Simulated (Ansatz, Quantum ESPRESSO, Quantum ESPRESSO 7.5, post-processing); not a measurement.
## Pt chain with one bond drawn out by 1.0 Å: ballistic transmission

Aim: the zero-bias transmission with pwcond for this junction: Pt chain with one bond drawn out by 1.0 Å.

Main program and level: Quantum ESPRESSO 7.5; plane-wave DFT, PBE, GBRV ultrasoft pseudopotentials (cross-check by Ansatz 0.2.0 with PAW datasets).

This is a report of a sequence of runs, with most program output left out.

## 1. Starting point

The cell holds 14 atoms: 14 Pt. Cell: a = 7.500 Å, b = 7.500 Å, c = 34.600 Å, α = 90.0°, β = 90.0°, γ = 90.0°. Regions: left lead, 7 atoms (7 Pt); right lead, 7 atoms (7 Pt). Vacuum lies along a and b. The structure is stacked along c, and the current runs across the ab planes.

As a file:

```cif
data_structure
_symmetry_space_group_name_H-M 'P 1'
_symmetry_Int_Tables_number 1
_cell_length_a 7.5000
_cell_length_b 7.5000
_cell_length_c 34.6000
_cell_angle_alpha 90.000
_cell_angle_beta 90.000
_cell_angle_gamma 90.000
_cell_volume 1946.25
loop_
_atom_site_label
_atom_site_type_symbol
_atom_site_fract_x
_atom_site_fract_y
_atom_site_fract_z
_atom_site_occupancy
Pt1 Pt 0.50000 0.50000 0.00000 1
Pt2 Pt 0.50000 0.50000 0.06936 1
Pt3 Pt 0.50000 0.50000 0.13873 1
Pt4 Pt 0.50000 0.50000 0.20809 1
Pt5 Pt 0.50000 0.50000 0.27746 1
Pt6 Pt 0.50000 0.50000 0.34682 1
Pt7 Pt 0.50000 0.50000 0.41618 1
Pt8 Pt 0.50000 0.50000 0.51445 1
Pt9 Pt 0.50000 0.50000 0.58382 1
Pt10 Pt 0.50000 0.50000 0.65318 1
Pt11 Pt 0.50000 0.50000 0.72254 1
Pt12 Pt 0.50000 0.50000 0.79191 1
Pt13 Pt 0.50000 0.50000 0.86127 1
Pt14 Pt 0.50000 0.50000 0.93064 1
```

## 2. Ground state

One periodic cell holds a stretch of lead, the junction and more lead; the atoms stay as built.

File scf.in:

```
&control
  prefix = 'scf'
  outdir = './out'
  pseudo_dir = './pseudo'
  calculation = 'scf'
  tprnfor = .true.
/
&system
  ibrav = 0
  nat = 14
  ntyp = 1
  ecutwfc = 34
  ecutrho = 170
  occupations = 'smearing'
  smearing = 'mv'
  degauss = 0.01
/
&electrons
  conv_thr = 1e-07
  mixing_beta = 0.25
  electron_maxstep = 120
  mixing_mode = 'local-TF'
/
ATOMIC_SPECIES
  Pt  195.0840  pt_pbe_v1.4.uspp.F.UPF
CELL_PARAMETERS angstrom
  7.50000000000000 0.00000000000000 0.00000000000000
  0.00000000000000 7.50000000000000 0.00000000000000
  0.00000000000000 0.00000000000000 34.60000000000000
ATOMIC_POSITIONS crystal
  Pt  0.500000000000 0.500000000000 0.000000000000
  Pt  0.500000000000 0.500000000000 0.069364161850
  Pt  0.500000000000 0.500000000000 0.138728323699
  Pt  0.500000000000 0.500000000000 0.208092485549
  Pt  0.500000000000 0.500000000000 0.277456647399
  Pt  0.500000000000 0.500000000000 0.346820809249
  Pt  0.500000000000 0.500000000000 0.416184971098
  Pt  0.500000000000 0.500000000000 0.514450867052
  Pt  0.500000000000 0.500000000000 0.583815028902
  Pt  0.500000000000 0.500000000000 0.653179190751
  Pt  0.500000000000 0.500000000000 0.722543352601
  Pt  0.500000000000 0.500000000000 0.791907514451
  Pt  0.500000000000 0.500000000000 0.861271676301
  Pt  0.500000000000 0.500000000000 0.930635838150
K_POINTS automatic
  1 1 3 0 0 0
```

On the command line:

```console
$ OMP_NUM_THREADS=1 mpirun -n 4 pw.x -nk 1 -in scf.in > scf.out
```

Elapsed: 3.1 min, on 4 MPI ranks of Arm Neoverse V1, shared host; peak memory 2.3 GiB.

Numbers from this step:

- free energy: -40094.3238 eV
- Fermi energy: -3.088 eV

The program's own clock; routines nest. Time by routine:

```csv
routine,wall time (s),calls
PWSCF,186.9,1
electrons,180.4,1
c_bands,135.9,18
cegterg,134,36
h_psi,79.09,154
fftw,64.71,26470
vloc_psi,56.13,154
sum_band,24.56,18
calbec,17.51,198
mix_rho,12.07,18
h_psi:calbec,11.4,154
add_vuspsi,11.38,154
s_psi,11.33,154
ffts,8.13,2128
```

The run needed 18 iterations to bring the estimated error under 1e-07 Ry; the largest force on any atom, held or free, is 0.37 eV/Å.

## 3. Transmission with pwcond.x

prefixt takes both regions from one run: the lead from 0 to bdl, the scattering region from bdl to bds (units of alat). ikind = 1 puts the same lead on both sides. The program's T_tot counts both spins in a run without spin; the tables below give T per spin.

File cond.in:

```
&inputcond
  outdir = './out'
  prefixt = 'scf'
  tran_file = 'cond.dat'
  bdl = 0.6400000000
  bds = 4.6133333333
  ikind = 1
  ewind = 4.0
  epsproj = 1e-05
  nz1 = 7
  energy0 = 2.0
  denergy = -0.1
/
1
  0.00000000 0.00000000 1.00000000
41
```

On the command line:

```console
$ OMP_NUM_THREADS=1 mpirun -n 4 pwcond.x -in cond.in > cond.out
```

Elapsed: 4.5 min, on 4 MPI ranks; peak memory 0.53 GiB; 18 min of CPU time.

Numbers from this step:

- lead channels at the Fermi level, one spin: 4
- transmission at the Fermi level, one spin: 1.713
- conductance: 1.713 G₀

Per spin. The open channels by energy, zero at the Fermi level:

energy (eV), open channels and a bar from the least value:
```
    -2.00       3.00 ############
    -1.90       3.00 ############
    -1.80       3.00 ############
    -1.70       3.00 ############
    -1.60       3.00 ############
    -1.50       4.00 ##################
    -1.40       6.00 ##############################
    -1.20       6.00 ##############################
    -1.10       6.00 ##############################
    -1.00       6.00 ##############################
    -0.90       6.00 ##############################
    -0.80       6.00 ##############################
    -0.70       6.00 ##############################
    -0.60       6.00 ##############################
    -0.50       6.00 ##############################
    -0.40       4.00 ##################
    -0.30       4.00 ##################
    -0.20       4.00 ##################
    -0.10       4.00 ##################
     0.00       4.00 ##################
     0.10       4.00 ##################
     0.20       4.00 ##################
     0.30       4.00 ##################
     0.40       3.00 ############
     0.50       3.00 ############
     0.60       3.00 ############
     0.70       3.00 ############
     0.80       1.00 
     0.90       1.00 
     1.00       1.00 
     1.10       1.00 
     1.20       1.00 
     1.40       1.00 
     1.50       1.00 
     1.60       1.00 
     1.70       1.00 
     1.80       1.00 
     1.90       1.00 
     2.00       1.00
```

Per spin. Transmission against energy, zero at the Fermi level:

```csv
energy (eV),transmission
-2.00,0.339
-1.90,0.365
-1.80,0.394
-1.70,0.429
-1.60,0.505
-1.50,0.529
-1.40,0.562
-1.20,0.725
-1.10,0.754
-1.00,0.758
-0.90,0.767
-0.80,0.794
-0.70,0.828
-0.60,0.880
-0.50,0.988
-0.40,1.12
-0.30,1.29
-0.20,1.50
-0.10,1.70
0.00,1.71
0.10,1.52
0.20,1.37
0.30,1.22
0.40,1.12
0.50,1.05
0.60,0.964
0.70,0.846
0.80,0.787
0.90,0.791
1.00,0.795
1.10,0.799
1.20,0.805
1.40,0.816
1.50,0.823
1.60,0.829
1.70,0.836
1.80,0.843
1.90,0.849
2.00,0.857
```

The program's own clock; routines nest. Time by routine:

```csv
routine,wall time (s),calls
PWCOND,266.9,1
scatter_forw,225.1,82
compbs,23.7,41
compbs_2,18.77,41
local,11.91,1
init,0.9,1
poten,0.12,1
```

The run is unpolarised; a magnetic state was not tried, may lie lower and would change T.

At no point does T exceed the number of channels.

## 4. The open system, with nz1 = 11

A sensitivity test on the input.

cond.w.in, as its differences from the input of step 3:

```diff
@@ -3,3 +3,3 @@
   prefixt = 'scf'
-  tran_file = 'cond.dat'
+  tran_file = 'cond.w.dat'
   bdl = 0.6400000000
@@ -9,3 +9,3 @@
   epsproj = 1e-05
-  nz1 = 7
+  nz1 = 11
   energy0 = 2.0
```

On the command line:

```console
$ OMP_NUM_THREADS=1 mpirun -n 4 pwcond.x -in cond.w.in > cond.w.out
```

The job ended after 5 min (4 MPI ranks; peak memory 0.54 GiB; 20 min of CPU time).

Beside the run it was changed from:

```csv
quantity,this run,unchanged run,difference
"transmission at the Fermi level, one spin",1.711,1.713,-0.0015
"lead channels at the Fermi level, one spin",4,4,0
wall time (s),299,267,
```

Over all energies T moves by up to 0.0027, at -0.3 eV.

The physical values in this table move by up to 0.09 %.

## 5. The same in Ansatz

As a check, the same structure is run in Ansatz.

Level of this step: plane-wave DFT, PBE, Ansatz PAW (Ansatz 0.2.0).

File input.yaml:

```yaml
crystal:
  lattice:
    - [7.5, 0.0, 0.0]
    - [0.0, 7.5, 0.0]
    - [0.0, 0.0, 34.6]
  atoms:
    - { symbol: Pt, position: [0.5, 0.5, 0.0] }
    - { symbol: Pt, position: [0.5, 0.5, 0.0693641618] }
    - { symbol: Pt, position: [0.5, 0.5, 0.1387283237] }
    - { symbol: Pt, position: [0.5, 0.5, 0.2080924855] }
    - { symbol: Pt, position: [0.5, 0.5, 0.2774566474] }
    - { symbol: Pt, position: [0.5, 0.5, 0.3468208092] }
    - { symbol: Pt, position: [0.5, 0.5, 0.4161849711] }
    - { symbol: Pt, position: [0.5, 0.5, 0.5144508671] }
    - { symbol: Pt, position: [0.5, 0.5, 0.5838150289] }
    - { symbol: Pt, position: [0.5, 0.5, 0.6531791908] }
    - { symbol: Pt, position: [0.5, 0.5, 0.7225433526] }
    - { symbol: Pt, position: [0.5, 0.5, 0.7919075145] }
    - { symbol: Pt, position: [0.5, 0.5, 0.8612716763] }
    - { symbol: Pt, position: [0.5, 0.5, 0.9306358382] }
kpoints:
  mp_grid: { grid: [1, 1, 4] }
hamiltonian:
  xc: pbe
scf:
  occupations: { method: fermi_dirac, width: 0.1 }
  convergence: { dr2_threshold: 1.0e-08 }
output:
  transmission:
    leads: [[0, 1]]
    e_range: [-2.0, 2.0]
    de: 0.05
    kmesh: [1, 1]
    reduced_basis: true
  write_potential: true
  write_density: true
  volumetric_format: npy
```

On the command line:

```console
$ ansatz run input.yaml --threads 4 --pin off --max-ram 8192MiB --backend cpu --events-out ev --progress --plain --runs-dir out
```

Run time: 56 s. Hardware: 4 threads; peak memory 3.7 GiB; 3.5 min of CPU time.

Numbers from this step:

| Property | Result |
| --- | --- |
| free energy | -175284.3882 eV |
| energy at zero smearing | -175283.9162 eV |
| smearing term TS | 0.9440 eV |
| Fermi energy | -3.002 eV |
| symmetry operations | 16 |
| transmission at the Fermi level, one spin | 1.548 |
| step of the lead's Hamiltonian over a period | 20.3 meV |

Per spin. Transmission against energy, zero at the Fermi level:

```csv
energy (eV),transmission
-2.000,0.339
-1.800,0.389
-1.600,0.488
-1.400,0.566
-1.200,0.691
-1.000,0.771
-0.800,0.842
-0.600,0.945
-0.450,2.07
-0.400,1.12
-0.200,1.36
0.000,1.55
0.200,1.35
0.400,1.12
0.600,0.987
0.800,0.783
1.000,0.791
1.200,0.802
1.400,0.815
1.600,0.828
1.800,0.842
2.000,0.856
```

Per spin. The open channels by energy, zero at the Fermi level:

```csv
energy (eV),open channels
-2.000,3
-1.800,3
-1.600,4
-1.400,6
-1.200,6
-1.000,6
-0.800,6
-0.600,6
-0.400,4
-0.200,4
0.000,4
0.200,4
0.400,3
0.600,3
0.800,1
1.000,1
1.200,1
1.400,1
1.600,1
1.800,1
2.000,1
```

Ansatz finds T = 1.55 against pwcond's 1.71.

## 6. All levels side by side

All levels:

```csv
step,T at the Fermi level (per spin),conductance (G0),r.m.s. T(E) from the first,CPU time of the step (s),peak memory (GiB)
Ansatz,1.548,-,0,213,3.706
pwcond,1.713,1.713,0.05439,1069,0.53
"pwcond, changed setting",1.711,1.711,0.05455,1197,0.54
```

Per spin. The transmission by energy, zero at the Fermi level:

```csv
energy (eV),Ansatz,pwcond,"pwcond, changed setting"
-2.00,0.339,0.339,0.339
-1.90,0.362,0.365,0.365
-1.80,0.389,0.394,0.394
-1.70,0.421,0.429,0.430
-1.60,0.488,0.505,0.505
-1.50,0.528,0.529,0.529
-1.40,0.566,0.562,0.562
-1.20,0.691,0.725,0.724
-1.10,0.741,0.754,0.754
-1.00,0.771,0.758,0.758
-0.90,0.800,0.767,0.766
-0.80,0.842,0.794,0.794
-0.70,0.890,0.828,0.828
-0.60,0.945,0.880,0.881
-0.50,1.06,0.988,0.990
-0.40,1.12,1.12,1.12
-0.30,1.24,1.29,1.30
-0.20,1.36,1.50,1.50
-0.10,1.48,1.70,1.70
0.00,1.55,1.71,1.71
0.10,1.47,1.52,1.52
0.20,1.35,1.37,1.37
0.30,1.22,1.22,1.22
0.40,1.12,1.12,1.12
0.50,1.05,1.05,1.05
0.60,0.987,0.964,0.961
0.70,0.929,0.846,0.844
0.80,0.783,0.787,0.787
0.90,0.787,0.791,0.791
1.00,0.791,0.795,0.795
1.10,0.796,0.799,0.800
1.20,0.802,0.805,0.805
1.40,0.815,0.816,0.817
1.50,0.821,0.823,0.823
1.60,0.828,0.829,0.829
1.70,0.835,0.836,0.836
1.80,0.842,0.843,0.843
1.90,0.849,0.849,0.850
2.00,0.856,0.857,0.857
```

## 7. A check by hand

G = 1.71 × 77.48 µS = 133 µS a cell, a resistance of 7.54 kΩ.

## 8. Outcome

```json
{
  "conductance from T at the Fermi level, a cell (G₀ = 2e²/h)": "1.71 G₀",
  "lead channels per spin": "4.00",
  "the same conductance by Ansatz": "1.55 G₀"
}
```

**Reading.** The junction conducts 1.71 G₀ a cell at the Fermi level (PBE, GBRV ultrasoft). At the Fermi level the junction passes 43 % of what the leads offer. At the Fermi level pwcond and Ansatz differ by 11 %. Over -2 to 2 eV, T lies between 0.34 and 1.7 per spin. The geometry is as built, not relaxed, and the leads are short. The chain ran without spin polarisation; chains of d metals can be magnetic. Spin-orbit coupling is left out; depending on the atoms that carry the levels of interest, it can split and shift them by tenths of an eV to an eV or more.

[Logs are printed without paths, hosts, clocks, repeated set-up lines and the standing remarks that a program may print on its own settings, such as how far it seeks lower states.]

[Hosts, paths, dates, database ids (printed as entryN), source tags and the programs' standing remarks are cut or masked in the printed files.]

[Maps of the electrostatic potential energy from Ansatz leave out the sawtooth potential of an applied field or a dipole correction, so their vacuum need not be flat; planar profiles and work functions include it.]
